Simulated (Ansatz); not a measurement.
## BeAgH3 (built on the sites of a database entry of NaBeH3): the cell at rest

Wanted: the relaxed cell of BeAgH3 (built on the sites of a database entry of NaBeH3).

Main program and level: Ansatz 0.2.0; DFT PBEsol, scalar-relativistic, plane waves, PAW.

The structure was built from a prototype and need not be the compound's stable phase.

## 1. The starting structure

The structure is cubic, space group Pm-3m (No. 221). Conventional cell: a = 2.998 Å, b = 2.998 Å, c = 2.998 Å, α = 90.00°, β = 90.00°, γ = 90.00°. Nearest to Ag lie 12 H at 2.12 Å. Nearest to Be lie 6 H at 1.50 Å. Nearest to H lie 2 Be at 1.50 Å and 4 Ag at 2.12 Å and 8 H at 2.12 Å. Farther neighbours are not listed.

## 2. A coarse first look

A quick single point on a coarse mesh tells whether the cell has a gap and how far it is from rest, which sets the k mesh and smearing that follow.

input.yaml

```yaml
crystal:
  lattice:
    - [2.99781, 0.0, 0.0]
    - [0.0, 2.99781, 0.0]
    - [0.0, 0.0, 2.99781]
  atoms:
    - { symbol: Ag, position: [0.5, 0.5, 0.5] }
    - { symbol: Be, position: [0.0, 0.0, 0.0] }
    - { symbol: H, position: [0.0, 0.0, 0.5] }
    - { symbol: H, position: [0.5, 0.0, 0.0] }
    - { symbol: H, position: [0.0, 0.5, 0.0] }
kpoints:
  mp_grid: { grid: [6, 6, 6] }
hamiltonian:
  xc: pbesol
scf:
  occupations: { method: gaussian, width: 0.1 }
output:
  forces: true
  stress: true
  eigenvalues: true
```

Command:

```
$ ansatz run input.yaml --threads 4 --pin off --max-ram 14336MiB --backend cpu --events-out ev --progress --plain --runs-dir out
```

Numbers of over 12 decimals in the logs are rounded to 6 here.

What it wrote:

```text
Engine: ansatz 0.2.0, x86_64-unknown-linux-gnu
Pseudopotentials: kind: paw
Pseudopotential: Ag, paw, valence charge 19, recommended cutoff 420 eV (normal), Ag.paw.azcp
Pseudopotential: Be, paw, valence charge 2, recommended cutoff 420 eV (normal), Be.paw.azcp
Pseudopotential: H, paw, valence charge 1, recommended cutoff 420 eV (normal), H.paw.azcp
Functional definition: PBEsol
  exchange = pbesol_x
[...]
k-point 0: bands = [... 8 lower, 11.2700, 11.2700, 17.1861, 17.1861, 17.7143, 17.7143, 17.7143, 25.1910, ... 1 higher]
  k-point 1: bands = [... 8 lower, 10.9349, 11.2931, 14.2852, 16.6499, 18.4797, 18.4797, 20.7936, 25.9608, ... 1 higher]
  k-point 2: bands = [... 8 lower, 10.3793, 11.3398, 12.6984, 15.5350, 20.2804, 20.2804, 22.4755, 27.7005, ... 1 higher]
  k-point 19: bands = [... 8 lower, 12.0250, 15.3038, 15.3038, 15.3038, 16.6078, 17.6133, 17.6133, 17.6133, ... 1 higher]
[key lines of the parts left out:]
SCF converged after 6 iterations
Free energy (F): -7655.737433 eV
Fermi energy:    16.921511 eV
P = ⅓ Tr σ = 58.5209 GPa (585.209 kbar)
```

The job ended after 0.54 s (4 threads of Intel Xeon Platinum 8259CL at 2.50GHz (Skylake/Cascade Lake), shared host; peak memory 0.33 GiB; 1.2 s of CPU time).

Numbers from this step:

| Item | Value |
| --- | --- |
| pressure | 58.52 GPa |
| volume per atom | 5.388 Å³ |
| gap on the k-mesh | 0 eV |

The coarse mesh shows no gap and a pressure of 58.5 GPa.

## 3. Coarse relaxation

The start is far from rest, so a relaxation with loose tolerances brings it close first.

Changes to input.yaml since step 2:

```diff
@@ -21 +21,6 @@
   eigenvalues: true
+relax:
+  adjacent_minimum: "off"
+  f_tol: 0.05
+  max_steps: 80
+  cell: { stress_tol: 0.5 }
```

What it wrote:

```text
[...]
Crystal: 5 atoms, lattice volume = 26.941 Å³
Basis set: ecut = 420 eV, 515 PW (Γ), exchange–correlation on 48×48×48 points (8 copies of the dense FFT grid, shifted against one another)
Bands: 17, of which v1, the nominal top of the filled ones, is band 12 counted from 1 (11 counted from 0)
Symmetry: 48 space group operations
[...]
k-points: 20 of 216
[...]
F+E_penalty+E_count = -7657.19014119 eV   max|allowed force component| = 9.391e-29 eV/Å   (the final SCF, on the basis selected at the relaxed cell)
  cell:  # Å, volume = 37.4585 Å³
    - [3.345931, 0, 0]
    - [0, 3.345931, 0.0]
    - [0, 0.0, 3.345931]
  atoms:
    - { symbol: Ag, position: [0.500000, 0.5, 0.500000] }
    - { symbol: Be, position: [0, 0, 0] }
    - { symbol: H, position: [0, 0, 0.500000] }
    - { symbol: H, position: [0.500000, 0, 0] }
    - { symbol: H, position: [0, 0.5, 0] }
[key lines of the parts left out:]
SCF converged after 4 iterations
Free energy (F): -7657.190141 eV
Fermi energy:    10.662681 eV
P = ⅓ Tr σ = 0.0991 GPa (0.991 kbar)
```

The job ended after 3.2 s (4 threads; peak memory 0.33 GiB).

The steps of the relaxation:

| step | energy less that of the first step (eV) | largest force component (eV/Å) | pressure (GPa) | volume (Å³) |
| --- | --- | --- | --- | --- |
| 1 | 0.0000 | 0.0000 | 58.52 | 26.94 |
| 2 | -1.0209 | 0.0000 | 24.67 | 31.08 |
| 3 | -1.3782 | 0.0000 | 6.74 | 34.97 |
| 4 | -1.4159 | 0.0000 | -1.29 | 37.59 |
| 5 | -1.4184 | 0.0000 | 0.02 | 37.11 |
| 6* | -1.4516 | 0.0000 | 0.96 | 37.11 |
| 7 | -1.4523 | 0.0000 | 0.10 | 37.46 |
| 8* | -1.4527 | 0.0000 | 0.10 | 37.46 |

Relaxation steps marked * repeat the geometry before them on a plane-wave basis chosen anew for their cell, so energy and pressure can jump there.

Forces are held to the 48 operations that the run works with; a distortion that breaks them can't arise in this run.

| conventional cell, symmetrised | before | after | change |
| --- | --- | --- | --- |
| a (Å) | 2.998 | 3.346 | +11.6 % |
| b (Å) | 2.998 | 3.346 | +11.6 % |
| c (Å) | 2.998 | 3.346 | +11.6 % |
| volume (Å³/atom) | 5.39 | 7.49 | +39.0 % |

Final coordinates:

```xyz
5
Lattice="3.3459 0.0000 0.0000 0.0000 3.3459 0.0000 0.0000 0.0000 3.3459" Properties=species:S:1:pos:R:3 pbc="T T T"
Ag    1.6730    1.6730    1.6730
Be    0.0000    0.0000    0.0000
H     0.0000    0.0000    1.6730
H     1.6730    0.0000    0.0000
H     0.0000    1.6730    0.0000
```

This step gave:

```yaml
pressure: 0.09914 GPa
volume_per_atom: 7.492 Å³
```

In this step the volume went from 5.39 to 7.49 Å³/atom.

## 4. Bringing the structure to rest

Harmonic phonons are second derivatives at a point where the forces vanish, and they are wanted at zero stress, so atoms and cell are relaxed first.

input.yaml

```yaml
crystal:
  lattice:
    - [3.3459306007, 0.0, 0.0]
    - [0.0, 3.3459306007, 0.0]
    - [0.0, 0.0, 3.3459306007]
  atoms:
    - { symbol: Ag, position: [0.5, 0.5, 0.5] }
    - { symbol: Be, position: [0.0, 0.0, 0.0] }
    - { symbol: H, position: [0.0, 0.0, 0.5] }
    - { symbol: H, position: [0.5, 0.0, 0.0] }
    - { symbol: H, position: [0.0, 0.5, 0.0] }
kpoints:
  mp_grid: { grid: [10, 10, 10] }
hamiltonian:
  xc: pbesol
scf:
  occupations: { method: gaussian, width: 0.1 }
output:
  forces: true
  stress: true
  eigenvalues: true
  write_density: true
  write_potential: true
  elf: true
  volumetric_format: npy
relax:
  adjacent_minimum: "off"
  f_tol: 0.005
  max_steps: 80
  cell: { stress_tol: 0.05 }
```

What it wrote:

```text
[...]
Crystal: 5 atoms, lattice volume = 37.459 Å³
Basis set: ecut = 420 eV, 739 PW (Γ), exchange–correlation on 48×48×48 points (8 copies of the dense FFT grid, shifted against one another)
Bands: 17, of which v1, the nominal top of the filled ones, is band 12 counted from 1 (11 counted from 0)
[... 1 set-up line as in the run before ...]
[...]
k-points: 56 of 1000
[...]
SCF iter   1: F=—  HF=-7657.192169 eV  |F-HF|=—  |Δ(HF+E_count)|=         —  Δρ=2.32e-3  dr2=9.17e-4  ethr=1.77e-3  ⟨swp⟩=5.3  Hψ=4805  notcnv=0
[...]
SCF iter   6: F=-7657.192012 eV  HF=-7657.192012 eV  |F-HF|=4.27e-11  |Δ(HF+E_count)|=   3.14e-8  Δρ=1.43e-6  dr2=7.07e-10  ethr=1.82e-10  ⟨swp⟩=6.5  Hψ=5218  notcnv=0
SCF 1 converged in 6 iterations: F = -7657.192012 eV  dr2 = 7.07e-10
[...]
relax step   1: F+E_penalty+E_count = -7657.19201208 eV  Δ(F+E_penalty+E_count) = +0.000e0 eV  max|allowed force component| = 6.738e-30 eV/Å  Δτ_max = 0.0000 Å  P = +0.020 GPa  Ω = 37.459 Å³  (6 SCF iters, dr2 threshold 1.00e-7 eV, accepted)
[...]
SCF iter   1: F=—  HF=-7657.192047 eV  |F-HF|=—  |Δ(HF+E_count)|=         —  Δρ=2.07e-6  dr2=1.15e-9  ethr=4.04e-8  ⟨swp⟩=2.9  Hψ=7097  notcnv=0
eigensolver tolerance schedule: the retry pair's looser diagonalisation over-reported the residual by 8464.22 of it (diagonalisation noise at 0.12 of the residual, at the tolerance the schedule requests for it); recorded, not acted on — ethr = c·dr2/N_el stays at c = 1.0e-1
[...]
SCF iter   2: F=—  HF=-7657.192012 eV  |F-HF|=—  |Δ(HF+E_count)|=   3.53e-5  Δρ=8.67e-7  dr2=1.22e-10  ethr=4.77e-12  ⟨swp⟩=2.8  Hψ=1893  notcnv=0
SCF iter   3: F=-7657.192012 eV  HF=-7657.192012 eV  |F-HF|=5.46e-12  |Δ(HF+E_count)|=  7.28e-11  Δρ=3.75e-7  dr2=2.18e-11  ethr=1.00e-12  ⟨swp⟩=5.6  Hψ=4099  notcnv=0
SCF 2 converged in 3 iterations: F = -7657.192012 eV  dr2 = 2.18e-11
relax step   2: F+E_penalty+E_count = -7657.19201208 eV  Δ(F+E_penalty+E_count) = -7.913e-11 eV  max|allowed force component| = 5.909e-29 eV/Å  Δτ_max = 0.0000 Å  P = +0.020 GPa  Ω = 37.459 Å³  stress off target by 1.99e-2 GPa  SCF on the basis re-selected at this cell (its energy is not comparable with the rows above)  (3 SCF iters)
[...]
SCF converged after 3 iterations
Free energy (F): -7657.192012 eV
[...]
Internal energy: -7657.190967 eV  (E = F + TS)
E sigma→0 (E₀):  -7657.191489 eV
Entropy (-TS):   -0.001045 eV (-0.209 meV/atom)
Fermi energy:    10.692040 eV
[...]
--- Stress (GPa, compression-positive) ---
        0.019876       0.000000       0.000000
       -0.000000       0.019876       0.000000
        0.000000       0.000000       0.019876
  P = ⅓ Tr σ = 0.0199 GPa (0.199 kbar)
--- Band table (eV; the first three rows and the last of 56) ---
  k-point 0: bands = [... 8 lower, 6.2874, 6.2874, 10.8366, 10.8366, 12.2917, 12.2917, 12.2917, 16.3567, ... 1 higher]
  k-point 1: bands = [... 8 lower, 6.2222, 6.2920, 9.7176, 10.7352, 12.4799, 12.4799, 13.3173, 16.7245, ... 1 higher]
  k-point 2: bands = [... 8 lower, 6.0617, 6.3039, 8.3496, 10.4621, 13.0042, 13.0042, 14.2965, 17.9706, ... 1 higher]
  k-point 55: bands = [... 8 lower, 6.7043, 9.0378, 9.0378, 9.0378, 10.4521, 12.2327, 12.2327, 12.2327, ... 1 higher]
--- Relaxed structure (1 steps of the walk, 1 accepted, 1 SCFs on fresh bases) ---
[...]
cell:  # Å, volume = 37.4585 Å³
    - [3.3459306007, 0.0, 0.0]
    - [0.0, 3.3459306007, 0.0]
    - [0.0, 0.0, 3.3459306007]
  atoms:
    - { symbol: Ag, position: [0.5, 0.5, 0.5] }
    - { symbol: Be, position: [0.0, 0.0, 0.0] }
    - { symbol: H, position: [0.0, 0.0, 0.5] }
    - { symbol: H, position: [0.5, 0.0, 0.0] }
    - { symbol: H, position: [0.0, 0.5, 0.0] }
```

It took 1.4 s on 4 threads; peak memory 0.4 GiB; 4.4 s of CPU time.

Little changed from the start: no atom moved by 0.005 Å and no cell edge by 0.1 %.

This step gave:

```yaml
pressure: 0.01988 GPa
```

Valence density in the ac plane at fractional y = 0.000, with atoms of Be and H within 0.2 Å of it. It is the smooth field of the valence electrons, not physical close to the nuclei.

Values in e/Å³, 14 rows by 14 columns, each cell a mean:
```
0.1 0.1 0.2 0.2 0.3 0.5 0.9 1.1 0.8 0.5 0.3 0.2 0.2 0.1
0.2 0.2 0.2 0.2 0.3 0.3 0.5 0.5 0.5 0.3 0.2 0.2 0.2 0.2
0.3 0.2 0.2 0.2 0.2 0.2 0.3 0.3 0.2 0.2 0.2 0.2 0.2 0.2
0.3 0.3 0.2 0.2 0.1 0.1 0.2 0.2 0.2 0.1 0.2 0.2 0.2 0.3
0.5 0.4 0.3 0.2 0.1 0.1 0.1 0.1 0.1 0.1 0.1 0.2 0.3 0.5
1.1 0.8 0.4 0.2 0.1 0.1 0.1 0.1 0.1 0.1 0.2 0.2 0.5 0.8
1.6 1.0 0.5 0.2 0.1 0.1 0.1 0.1 0.1 0.1 0.2 0.3 0.5 1.1
1.2 0.8 0.4 0.2 0.1 0.1 0.1 0.1 0.1 0.1 0.2 0.3 0.5 0.9
0.6 0.5 0.3 0.2 0.1 0.1 0.1 0.1 0.1 0.1 0.1 0.2 0.3 0.5
0.4 0.3 0.2 0.2 0.1 0.1 0.1 0.1 0.1 0.1 0.1 0.2 0.3 0.3
0.3 0.2 0.2 0.2 0.2 0.2 0.2 0.2 0.2 0.2 0.2 0.2 0.2 0.2
0.2 0.2 0.2 0.2 0.2 0.3 0.4 0.5 0.4 0.3 0.2 0.2 0.2 0.2
0.1 0.1 0.2 0.2 0.3 0.5 0.8 1.0 0.8 0.4 0.3 0.2 0.2 0.1
0.1 0.1 0.2 0.3 0.4 0.6 1.2 1.6 1.1 0.5 0.3 0.3 0.2 0.1
```
Columns run along a (3.3 Å), rows up along c (3.3 Å). Atoms in or near the plane, at fractional coordinates: Be at (0.00, 0.00), H at (0.00, 0.50), H at (0.50, 0.00).

Electrostatic potential energy in the ac plane at fractional y = 0.000, with atoms of Be and H within 0.2 Å of it. With pseudopotentials it is smooth inside the atoms' cores, unlike the true potential.

Ten even steps from '_' (-38 eV) to '@' (12 eV):
```
____::++%%%%%%++....++%%%%%%++::__
..::==##%%@@@@%%####%%@@@@%%##==::
++++##%%@@@@@@@@@@@@@@@@@@@@%%##++
##%%%%@@@@@@@@@@@@@@@@@@@@@@@@%%%%
%%%%@@@@@@@@@@@@@@@@@@@@@@@@@@@@%%
%%%%@@@@@@@@@@@@@@@@@@@@@@@@@@@@%%
--++%%@@@@@@@@@@@@@@@@@@@@@@@@%%++
__..##@@@@@@@@@@@@@@@@@@@@@@@@##..
__..##@@@@@@@@@@@@@@@@@@@@@@@@##..
--++%%@@@@@@@@@@@@@@@@@@@@@@@@%%++
%%%%@@@@@@@@@@@@@@@@@@@@@@@@@@@@%%
%%%%@@@@@@@@@@@@@@@@@@@@@@@@@@@@%%
##%%%%@@@@@@@@@@@@@@@@@@@@@@@@%%%%
++++##%%@@@@@@@@@@@@@@@@@@@@%%##++
..::==##%%@@@@%%####%%@@@@%%##==::
____::++%%%%%%++....++%%%%%%++::__
____..++##%%%%--____--%%%%##++..__
```
Columns run along a (3.3 Å; values clipped at the 3rd and 97th percentile), rows up along c (3.3 Å). Atoms in or near the plane, at fractional coordinates: Be at (0.00, 0.00), H at (0.00, 0.50), H at (0.50, 0.00).

ELF in the ac plane at fractional y = 0.000, with atoms of Be and H within 0.2 Å of it. It is the smooth field of the valence electrons, not physical close to the nuclei.

Values, 14 rows by 14 columns, each cell a mean:
```
0.00 0.02 0.16 0.50 0.81 0.96 0.99 1.00 0.99 0.94 0.76 0.44 0.12 0.02
0.11 0.13 0.21 0.38 0.62 0.83 0.93 0.95 0.92 0.79 0.57 0.35 0.19 0.12
0.48 0.43 0.34 0.31 0.37 0.53 0.65 0.69 0.64 0.49 0.35 0.31 0.35 0.44
0.82 0.73 0.54 0.33 0.23 0.25 0.29 0.31 0.28 0.24 0.24 0.35 0.57 0.76
0.96 0.92 0.75 0.44 0.20 0.13 0.12 0.12 0.12 0.14 0.24 0.49 0.79 0.94
1.00 0.99 0.89 0.58 0.23 0.11 0.08 0.08 0.08 0.12 0.28 0.64 0.92 0.99
1.00 0.99 0.93 0.63 0.24 0.10 0.08 0.07 0.08 0.12 0.31 0.69 0.95 1.00
1.00 0.99 0.90 0.59 0.23 0.11 0.08 0.08 0.08 0.12 0.29 0.65 0.93 0.99
0.98 0.95 0.79 0.48 0.21 0.12 0.11 0.10 0.11 0.13 0.25 0.53 0.83 0.96
0.86 0.78 0.58 0.34 0.21 0.21 0.23 0.24 0.23 0.20 0.23 0.37 0.62 0.81
0.55 0.48 0.37 0.30 0.34 0.48 0.59 0.63 0.58 0.44 0.33 0.31 0.38 0.50
0.15 0.16 0.23 0.37 0.58 0.79 0.90 0.93 0.89 0.75 0.54 0.34 0.21 0.16
0.01 0.03 0.16 0.48 0.78 0.95 0.99 0.99 0.99 0.92 0.73 0.43 0.13 0.02
0.00 0.01 0.15 0.55 0.86 0.98 1.00 1.00 1.00 0.96 0.82 0.48 0.11 0.00
```
Columns run along a (3.3 Å), rows up along c (3.3 Å). Atoms in or near the plane, at fractional coordinates: Be at (0.00, 0.00), H at (0.00, 0.50), H at (0.50, 0.00).

In this step the volume went from 7.49 to 7.49 Å³/atom.

## 5. Relaxing to small forces for the phonons

Phonons need a cell at rest on their own settings, so the relaxation is repeated with tight tolerances on forces and stress, using the mesh and the filling of the phonon run that follows.

input.yaml, the sections that differ from step 4:

```yaml
kpoints:
  mp_grid: { grid: [12, 12, 12] }
scf:
  occupations: { method: methfessel_paxton, width: 0.2 }
output:
  forces: true
  stress: true
  eigenvalues: true
relax:
  adjacent_minimum: "off"
  f_tol: 0.001
  max_steps: 60
  cell: { stress_tol: 0.01 }
# crystal, hamiltonian: as in step 4
```

What it wrote:

```text
[...]
Crystal: 5 atoms, lattice volume = 37.459 Å³
Basis set: ecut = 420 eV, 739 PW (Γ), exchange–correlation on 48×48×48 points (8 copies of the dense FFT grid, shifted against one another)
Bands: 17, of which v1, the nominal top of the filled ones, is band 12 counted from 1 (11 counted from 0)
[... 1 set-up line as in the run before ...]
[...]
k-points: 84 of 1728
[...]
--- Relaxed structure (2 steps of the walk, 2 accepted, 1 SCFs on fresh bases) ---
[...]
cell:  # Å, volume = 37.4692 Å³
    - [3.346249, 0, 0.0]
    - [0, 3.346249, 0]
    - [0.0, 0, 3.346249]
  atoms:
    - { symbol: Ag, position: [0.5, 0.5, 0.5] }
    - { symbol: Be, position: [0, 0, 0] }
    - { symbol: H, position: [0, 0, 0.5] }
    - { symbol: H, position: [0.5, 0, 0] }
    - { symbol: H, position: [0, 0.5, 0] }
[key lines of the parts left out:]
SCF converged after 4 iterations
Free energy (F): -7657.191347 eV
Fermi energy:    10.662913 eV
P = ⅓ Tr σ = -0.0065 GPa (-0.065 kbar)
```

It took 2.5 s on 4 threads; peak memory 0.43 GiB.

Little changed from the start: no atom moved by 0.005 Å and no cell edge by 0.1 %.

Numbers from this step:

* pressure: -0.006456 GPa
* volume per atom: 7.494 Å³

The forces vanish by symmetry and the pressure is -0.006 GPa, within the tolerances set. The cell now holds 7.49 Å³/atom.

## 6. Summary of results

```yaml
space_group_after_relaxation_within_0p01_a: Pm-3m
lattice_constant_a: 3.346 Å
lattice_constant_b: 3.346 Å
lattice_constant_c: 3.346 Å
volume_per_atom: 7.49 Å³
```

**Reading.** The forces vanish by symmetry and the pressure is -0.006 GPa, within the tolerances set. The cell now holds 7.49 Å³/atom. The relaxation keeps the symmetry of its start, so it says nothing on stability against lower symmetry. The starting cell was built on a prototype and not taken from a measurement, so the phase need not exist.

[Logs are printed without paths, hosts, clocks, repeated set-up lines and the standing remarks that a program may print on its own settings, such as how far it seeks lower states.]

[Hosts, paths, dates, database ids (printed as entryN), source tags and the programs' standing remarks are cut or masked in the printed files.]
